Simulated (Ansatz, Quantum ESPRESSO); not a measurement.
## Ta [001], bcc: uniaxial strain and lateral response

The c axis is held at a set length while the cell relaxes sideways. How do the lateral strain and the stress follow? The strained cell has c along the load; unstrained it is a = 3.2797 Å, b = 3.2797 Å, c = 3.2797 Å, α = 90.00°, β = 90.00°, γ = 90.00°, with 2 atoms.

Calculated with Quantum ESPRESSO 7.5, PBEsol, GBRV 1.5 ultrasoft potentials, cutoff 680 eV, Fermi–Dirac smearing 0.05 eV, k-mesh 13×13×13, no spin polarisation, no spin-orbit coupling.

Relaxed positions at −3 %:

```csv
atom,x,y,z
Ta,0.0000,0.0000,0.0000
Ta,0.5000,0.5000,0.5000
```

| ε_c (%) | a (Å) | c (Å) | ε_a (%) | σ (GPa, tension positive) |
| --- | --- | --- | --- | --- |
| −3 | 3.3185 | 3.1813 | 1.183 | −4.80 |
| −2 | 3.3050 | 3.2141 | 0.771 | −3.30 |
| 1 | 3.2680 | 3.3125 | −0.356 | 1.57 |
| 2 | 3.2564 | 3.3453 | −0.710 | 3.12 |
| 3 | 3.2450 | 3.3781 | −1.059 | 4.57 |

**Question.** Fit both responses and give the free strain and the stress at −1 %, a row left out above.

Least squares with y = y0 + y1 ε + y2 ε² (ε in %) gives ε_a = 0.009 + (−0.3725) ε + (0.0059) ε² and σ = −0.02 + (1.576) ε + (−0.011) ε² GPa. The linear terms put the ratio of free to applied strain at −0.373 and the Young modulus at 158 GPa.

At −1 % the free strain comes out as 0.387 %. The run itself gives 0.380 %, so the estimate misses by 0.007 %; the fitted rows themselves lie up to 0.006 % off the law.

The stress comes out as −1.61 GPa. The run itself gives −1.69 GPa, so the estimate misses by 0.08 GPa; the fitted rows themselves lie up to 0.08 GPa off the law.

Along a cube axis ν = C12/(C11 + C12) and Y = (C11 − C12)(C11 + 2C12)/(C11 + C12), so C11 = Y(1 − ν)/[(1 + ν)(1 − 2ν)] = 283 GPa and C12 = 168 GPa.

The same fit over all rows at other levels or in other programs gives the strain ratio = −0.375 with PBEsol (Ansatz).

[Logs are printed without paths, hosts, clocks, repeated set-up lines and the standing remarks that a program may print on its own settings, such as how far it seeks lower states.]
